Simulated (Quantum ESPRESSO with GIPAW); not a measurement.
## KRb2GaF6: from the crystal structure to its NMR spectrum

Wanted: NMR shieldings for each site of KRb2GaF6.

Calculated with Quantum ESPRESSO with GIPAW 8.0dev (patched build); DFT, PBEsol, plane-wave PAW (pslibrary 1.0.0 recipes), scalar-relativistic, GIPAW; a patched development version of the program.

### 1. The starting structure

The structure is cubic, space group Fm-3m (No. 225). Conventional cell: a = 8.757 Å, b = 8.757 Å, c = 8.757 Å, α = 90.00°, β = 90.00°, γ = 90.00°. Rb has 12 F at 3.11 Å nearest. Ga has 6 F at 1.91 Å nearest. Nearest to K lie 6 F at 2.47 Å. Nearest to F lie 1 Ga at 1.91 Å and 1 K at 2.47 Å and 4 Rb at 3.11 Å. Farther neighbours and most contacts between anions are not listed.

The cell is a computed entry of the Materials Project; it need not be the form that is stable at ambient conditions.

This structure had its atoms relaxed beforehand (DFT, PBEsol, plane-wave PAW (pslibrary 1.0.0 recipes), Quantum ESPRESSO with GIPAW), starting from the database entry, since shieldings follow bond lengths closely.

### 2. Ground state

First the ground state. The response equations take the occupied wavefunctions as exact, so conv_thr is set much tighter than for an energy. No empty states are asked for: the response is solved without them. The mesh has a spacing of 0.42 Å⁻¹ at most. The PAW files were made with ld1.x from the pslibrary 1.0.0 recipes, with GIPAW reconstruction switched on (the recipe of F slightly mended, as the packaged one fails to give a sound file).

scf.in reads:

```
&control
  calculation = 'scf'
  prefix = 'x'
  outdir = './tmp/'
  pseudo_dir = './'
/
&system
  ibrav = 0
  nat = 10
  ntyp = 4
  ecutwfc = 70
  ecutrho = 420
  nbnd = 41
/
&electrons
  conv_thr = 1.0d-10
  mixing_beta = 0.7
  electron_maxstep = 100
/
ATOMIC_SPECIES
  Rb 85.468 Rb.pbesol-spn-kjpaw_psl.1.0.0-gipaw.UPF
  Ga 69.723 Ga.pbesol-dn-kjpaw_psl.1.0.0-gipaw.UPF
  K 39.098 K.pbesol-spn-kjpaw_psl.1.0.0-gipaw.UPF
  F 18.998 F.pbesol-n-kjpaw_psl.1.0.0-gipaw.UPF
CELL_PARAMETERS angstrom
  0.00000000 4.37854767 4.37854767
  4.37854767 0.00000000 4.37854767
  4.37854767 4.37854767 0.00000000
ATOMIC_POSITIONS crystal
  Rb 0.25000000 0.25000000 0.25000000
  Rb 0.75000000 0.75000000 0.75000000
  Ga -0.00000000 0.00000000 0.00000000
  K 0.50000000 0.50000000 0.50000000
  F 0.21761571 0.78238429 0.78238429
  F 0.21761571 0.78238429 0.21761571
  F 0.78238429 0.21761571 0.21761571
  F 0.78238429 0.78238429 0.21761571
  F 0.21761571 0.21761571 0.78238429
  F 0.78238429 0.21761571 0.78238429
K_POINTS automatic
  3 3 3 0 0 0
```

Started as:

```bash
> mpirun -np 4 pw.x -nk 4 -in scf.in > scf.out
```

The log of the run:

```text
[...]
as large as its charge; the limit is 4.5
     Functions over the limit replaced by smooth ones with the moment of the charge, as mend_augmentation asks: 1
     This moves results (see INPUT_PW). Waves and levels in the save fit builds from 8.0dev_s219 on
     using ibrav=0 with symmetry is DISCOURAGED, use correct ibrav instead

     bravais-lattice index     =            0
     lattice parameter (alat)  =      11.7016  a.u.
     unit-cell volume          =    1132.9659 (a.u.)^3
     number of atoms/cell      =           10
     number of atomic types    =            4
     number of electrons       =        82.00
     number of Kohn-Sham states=           41
     kinetic-energy cutoff     =      70.0000  Ry
     charge density cutoff     =     420.0000  Ry
     scf convergence threshold =      1.0E-10
     mixing beta               =       0.7000
     number of iterations used =            8  plain     mixing
     Exchange-correlation= SLA-PW-PSX-PSC
                           (   1   4  10   8   0   0   0)
[...]
Rb                9.00    85.46800     Rb( 1.00)
     Ga               13.00    69.72300     Ga( 1.00)
     K                 9.00    39.09800     K ( 1.00)
     F                 7.00    18.99800     F ( 1.00)

     48 Sym. Ops., with inversion, found
[...]
number of k points=     4
[...]
Dense  grid:   164337 G-vectors     FFT dimensions: (  80,  80,  80)

     Smooth grid:    89625 G-vectors     FFT dimensions: (  64,  64,  64)

     Initial potential from superposition of free atoms

     starting charge      81.9345, renormalised to      82.0000
     Starting wfcs are   57 randomized atomic wfcs

     Self-consistent Calculation

     iteration #  1     ecut=    70.00 Ry     beta= 0.70
     Davidson diagonalization with overlap
     ethr =  1.00E-02,  avg # of iterations =  1.5

     total energy              =   -1211.64520893 Ry
     estimated scf accuracy    <       1.25315680 Ry

     iteration #  2     ecut=    70.00 Ry     beta= 0.70
     Davidson diagonalization with overlap
     ethr =  1.53E-03,  avg # of iterations =  5.5

     total energy              =   -1212.12965653 Ry
     estimated scf accuracy    <       1.57446105 Ry

     iteration #  3     ecut=    70.00 Ry     beta= 0.70
     Davidson diagonalization with overlap
     ethr =  1.53E-03,  avg # of iterations =  3.0

     total energy              =   -1212.41170951 Ry
     estimated scf accuracy    <       0.04018320 Ry

[...]
total energy              =   -1212.43581745 Ry
[...]
iteration # 17     ecut=    70.00 Ry     beta= 0.70
     Davidson diagonalization with overlap
     ethr =  5.64E-13,  avg # of iterations =  2.0

     total energy              =   -1212.43581745 Ry
     estimated scf accuracy    <          2.3E-10 Ry

     iteration # 18     ecut=    70.00 Ry     beta= 0.70
     Davidson diagonalization with overlap
     ethr =  2.78E-13,  avg # of iterations =  5.0

     End of self-consistent calculation
     [one-electron energies left out]

!    total energy              =   -1212.43581745 Ry
     total all-electron energy =    -18201.634342 Ry
     estimated scf accuracy    <          2.5E-12 Ry

     The total energy is the sum of the following terms:
     one-electron contribution =    -353.40605582 Ry
     hartree contribution      =     232.20453939 Ry
     xc contribution           =    -144.84436440 Ry
     ewald contribution        =    -361.47457678 Ry
     one-center paw contrib.   =    -584.91535984 Ry

     convergence has been achieved in  18 iterations
[...]
JOB DONE.
```

Run time: 58 s. Hardware: 4 MPI ranks of Arm Neoverse V1, shared host; peak memory 1.2 GiB; 3.9 min of CPU time.

It converged in 18 cycles to an estimated accuracy of 2e-12 Ry, on 4 irreducible k-points.

### 3. Magnetic response

The job finds the current that a weak uniform field induces (applied as a long wave, q_gipaw) and the field that this current makes at each nucleus. On atoms with p or d valence electrons much of the paramagnetic part arises close to the nucleus, where the PAW partial waves rebuild the true states. pawproj makes the reconstruction use the PAW data sets' own projectors.

nmr.in reads:

```
&inputgipaw
  job = 'nmr'
  prefix = 'x'
  tmp_dir = './tmp/'
  restart_mode = 'from_scratch'
  verbosity = 'low'
  q_gipaw = 0.01
  spline_ps = .true.
  conv_threshold = 1.0d-11
  use_nmr_macroscopic_shape = .false.
  pawproj(1) = .true.
  pawproj(2) = .true.
  pawproj(3) = .true.
  pawproj(4) = .true.
/
```

Started as:

```bash
> mpirun -np 4 gipaw.x -in nmr.in > nmr.out
```

The log of the run:

```text
[banner, memory and clock lines left out]
[a note of our patched build left out]

     Parallelizing q-star over 1 images

     IMPORTANT: XC functional enforced from input :
     Exchange-correlation= PBESOL
                           (   1   4  10   8   0   0   0)
     Any further DFT definition will be discarded
     Please, verify this is what you really want

     In Ga.pbesol-dn-kjpaw_psl.1.0.0-gipaw.UPF the largest augmentation function (projectors 3 and 5, L = 1) is 7.7 times
     as large as its charge; the limit is 4.5
     Functions over the limit replaced by smooth ones with the moment of the charge, as in the saved run: 1

[...]
projs nearly linearly dependent: l=0  n1,n2= 1, 2  s=  0.99580793
[...]
projs nearly linearly dependent: l=0  n1,n2= 1, 2  s=  0.99583929
[...]
alpha_pv=     50.2003 eV

     spline_ps is .false., expect some extrapolation errors

     q-space interpolation up to    84.00 Rydberg

     GIPAW job: nmr
     NMR macroscopic correction: no
[...]
Computing the magnetic susceptibility     isolve=0    ethr=  0.1000E-10
     Starting from scratch
     k-point #    1 of     4      pool #  1    cpu time:       2.9
[...]
End of magnetic susceptibility calculation

     f-sum rule (1st term):
           -69.6449          0.0000         -0.0000
             0.0000        -69.6449         -0.0000
            -0.0000         -0.0000        -69.6449

     f-sum rule (2nd term):
            -2.4033         -0.0000         -0.0000
            -0.0000         -2.4033         -0.0000
            -0.0000         -0.0000         -2.4033

     f-sum rule (should be   -72.0434):
           -72.0481          0.0000         -0.0000
             0.0000        -72.0481         -0.0000
            -0.0000         -0.0000        -72.0481

[... susceptibilities left out ...]
     Contributions to the NMR chemical shifts: -------------------------------

     Macroscopic shape contribution in ppm:                    0.00
             0.0000          0.0000          0.0000
             0.0000          0.0000          0.0000
             0.0000          0.0000          0.0000

     Core contribution in ppm:

     Atom  1  Rb  pos: (  0.353553  0.353553  0.353553)  core sigma:        3326.77
     Atom  2  Rb  pos: (  1.060660  1.060660  1.060660)  core sigma:        3326.77
     Atom  3  Ga  pos: (  0.000000  0.000000  0.000000)  core sigma:        2361.94
     Atom  4  K   pos: (  0.707107  0.707107  0.707107)  core sigma:        1192.38
     Atom  5  F   pos: (  1.106458  0.707107  0.707107)  core sigma:         305.83
     Atom  6  F   pos: (  0.707107  0.307755  0.707107)  core sigma:         305.83
     Atom  7  F   pos: (  0.307755  0.707107  0.707107)  core sigma:         305.83
     Atom  8  F   pos: (  0.707107  0.707107  1.106458)  core sigma:         305.83
     Atom  9  F   pos: (  0.707107  0.707107  0.307755)  core sigma:         305.83
     Atom 10  F   pos: (  0.707107  1.106458  0.707107)  core sigma:         305.83

     Bare contribution in ppm:

     Atom  1  Rb  pos: (  0.353553  0.353553  0.353553)  bare sigma:         111.37
[...]
Atom  2  Rb  pos: (  1.060660  1.060660  1.060660)  bare sigma:         111.37
[...]
Atom  3  Ga  pos: (  0.000000  0.000000  0.000000)  bare sigma:        -238.94
[...]
Atom  4  K   pos: (  0.707107  0.707107  0.707107)  bare sigma:         114.61
[...]
Atom  5  F   pos: (  1.106458  0.707107  0.707107)  bare sigma:          85.78
[...]
Atom  6  F   pos: (  0.707107  0.307755  0.707107)  bare sigma:          85.78
[...]
Atom  7  F   pos: (  0.307755  0.707107  0.707107)  bare sigma:          85.78
[...]
Atom  8  F   pos: (  0.707107  0.707107  1.106458)  bare sigma:          85.78
[...]
Atom  9  F   pos: (  0.707107  0.707107  0.307755)  bare sigma:          85.78
[...]
Atom 10  F   pos: (  0.707107  1.106458  0.707107)  bare sigma:          85.78
[...]
Diamagnetic contribution in ppm:

     Atom  1  Rb  pos: (  0.353553  0.353553  0.353553)  dia sigma:         -15.98
[...]
Atom  2  Rb  pos: (  1.060660  1.060660  1.060660)  dia sigma:         -15.98
[...]
Atom  3  Ga  pos: (  0.000000  0.000000  0.000000)  dia sigma:         253.11
[...]
Atom  4  K   pos: (  0.707107  0.707107  0.707107)  dia sigma:          -3.51
[...]
Atom  5  F   pos: (  1.106458  0.707107  0.707107)  dia sigma:          42.99
[...]
Atom  6  F   pos: (  0.707107  0.307755  0.707107)  dia sigma:          42.99
[...]
Atom  7  F   pos: (  0.307755  0.707107  0.707107)  dia sigma:          42.99
[...]
Atom  8  F   pos: (  0.707107  0.707107  1.106458)  dia sigma:          42.99
[...]
Atom  9  F   pos: (  0.707107  0.707107  0.307755)  dia sigma:          42.99
[...]
Atom 10  F   pos: (  0.707107  1.106458  0.707107)  dia sigma:          42.99
[...]
Paramagnetic contribution in ppm:

     Atom  1  Rb  pos: (  0.353553  0.353553  0.353553)  para sigma:        -948.32
[...]
Atom  2  Rb  pos: (  1.060660  1.060660  1.060660)  para sigma:        -948.32
[...]
Atom  3  Ga  pos: (  0.000000  0.000000  0.000000)  para sigma:       -1754.41
[...]
Atom  4  K   pos: (  0.707107  0.707107  0.707107)  para sigma:        -248.70
[...]
Atom  5  F   pos: (  1.106458  0.707107  0.707107)  para sigma:         129.62
[...]
Atom  6  F   pos: (  0.707107  0.307755  0.707107)  para sigma:         129.62
[...]
Atom  7  F   pos: (  0.307755  0.707107  0.707107)  para sigma:         129.62
[...]
Atom  8  F   pos: (  0.707107  0.707107  1.106458)  para sigma:         129.62
[...]
Atom  9  F   pos: (  0.707107  0.707107  0.307755)  para sigma:         129.62
[...]
Atom 10  F   pos: (  0.707107  1.106458  0.707107)  para sigma:         129.62
[...]
Paramagnetic US occ-occ contribution in ppm:

     Atom  1  Rb  pos: (  0.353553  0.353553  0.353553)  para_oo sigma:          -1.94
[...]
Atom  2  Rb  pos: (  1.060660  1.060660  1.060660)  para_oo sigma:          -1.94
[...]
Atom  3  Ga  pos: (  0.000000  0.000000  0.000000)  para_oo sigma:          -6.35
[...]
Atom  4  K   pos: (  0.707107  0.707107  0.707107)  para_oo sigma:          -3.53
[...]
Atom  5  F   pos: (  1.106458  0.707107  0.707107)  para_oo sigma:           3.29
[...]
Atom  6  F   pos: (  0.707107  0.307755  0.707107)  para_oo sigma:           3.29
[...]
Atom  7  F   pos: (  0.307755  0.707107  0.707107)  para_oo sigma:           3.29
[...]
Atom  8  F   pos: (  0.707107  0.707107  1.106458)  para_oo sigma:           3.29
[...]
Atom  9  F   pos: (  0.707107  0.707107  0.307755)  para_oo sigma:           3.29
[...]
Atom 10  F   pos: (  0.707107  1.106458  0.707107)  para_oo sigma:           3.29
[...]
Paramagnetic US L_R Q_R contribution in ppm:

     Atom  1  Rb  pos: (  0.353553  0.353553  0.353553)  para_lq sigma:         719.68
[...]
Atom  2  Rb  pos: (  1.060660  1.060660  1.060660)  para_lq sigma:         719.68
[...]
Atom  3  Ga  pos: (  0.000000  0.000000  0.000000)  para_lq sigma:        1100.94
[...]
Atom  4  K   pos: (  0.707107  0.707107  0.707107)  para_lq sigma:          97.65
[...]
Atom  5  F   pos: (  1.106458  0.707107  0.707107)  para_lq sigma:        -295.95
[...]
Atom  6  F   pos: (  0.707107  0.307755  0.707107)  para_lq sigma:        -295.95
[...]
Atom  7  F   pos: (  0.307755  0.707107  0.707107)  para_lq sigma:        -295.95
[...]
Atom  8  F   pos: (  0.707107  0.707107  1.106458)  para_lq sigma:        -295.95
[...]
Atom  9  F   pos: (  0.707107  0.707107  0.307755)  para_lq sigma:        -295.95
[...]
Atom 10  F   pos: (  0.707107  1.106458  0.707107)  para_lq sigma:        -295.95
[...]
Total NMR chemical shifts in ppm: ---------------------------------------
     (adopting the Simpson convention for anisotropy and asymmetry)-----------

     Atom  1  Rb  pos: (  0.353553  0.353553  0.353553)  Total sigma:        3191.57
          3191.5736          0.0000         -0.0000
             0.0000       3191.5736          0.0000
             0.0000          0.0000       3191.5736

     Rb      1    anisotropy:     -0.00    eta:    0.0000
[...]
Atom  2  Rb  pos: (  1.060660  1.060660  1.060660)  Total sigma:        3191.57
[... its tensor is left out ...]
     Atom  3  Ga  pos: (  0.000000  0.000000  0.000000)  Total sigma:        1716.28
          1716.2834         -0.0000          0.0000
             0.0000       1716.2834         -0.0000
             0.0000         -0.0000       1716.2834

     Ga      3    anisotropy:     -0.00    eta:    0.0000
[...]
Atom  4  K   pos: (  0.707107  0.707107  0.707107)  Total sigma:        1148.91
          1148.9053         -0.0000         -0.0000
            -0.0000       1148.9053         -0.0000
            -0.0000         -0.0000       1148.9053

     K       4    anisotropy:     -0.00    eta:    0.0000
[...]
Atom  5  F   pos: (  1.106458  0.707107  0.707107)  Total sigma:         271.55
           337.6093         -0.0000         -0.0000
            -0.0000        238.5142          0.0000
            -0.0000          0.0000        238.5142

     F       5    anisotropy:     99.10    eta:    0.0000
[...]
Atom  6  F   pos: (  0.707107  0.307755  0.707107)  Total sigma:         271.55
[... its tensor is left out ...]
     Atom  7  F   pos: (  0.307755  0.707107  0.707107)  Total sigma:         271.55
[... its tensor is left out ...]
     Atom  8  F   pos: (  0.707107  0.707107  1.106458)  Total sigma:         271.55
[... its tensor is left out ...]
     Atom  9  F   pos: (  0.707107  0.707107  0.307755)  Total sigma:         271.55
[... its tensor is left out ...]
     Atom 10  F   pos: (  0.707107  1.106458  0.707107)  Total sigma:         271.55
[... its tensor is left out ...]
```

Wall time 5.1 min (4 MPI ranks); peak memory 0.79 GiB; 20 min of CPU time.

[end of part 1 of 2]

[Banner, clock, file and message-heading lines were taken out of the pw.x and gipaw.x logs.]

[Logs are printed without paths, hosts, clocks, repeated set-up lines and the standing remarks that a program may print on its own settings, such as how far it seeks lower states.]

[Hosts, paths, dates, database ids (printed as entryN), source tags and the programs' standing remarks are cut or masked in the printed files.]

[Where no reference line passes its bar on scatter, no shift is given, so a measured shift of this compound may stand uncompared.]
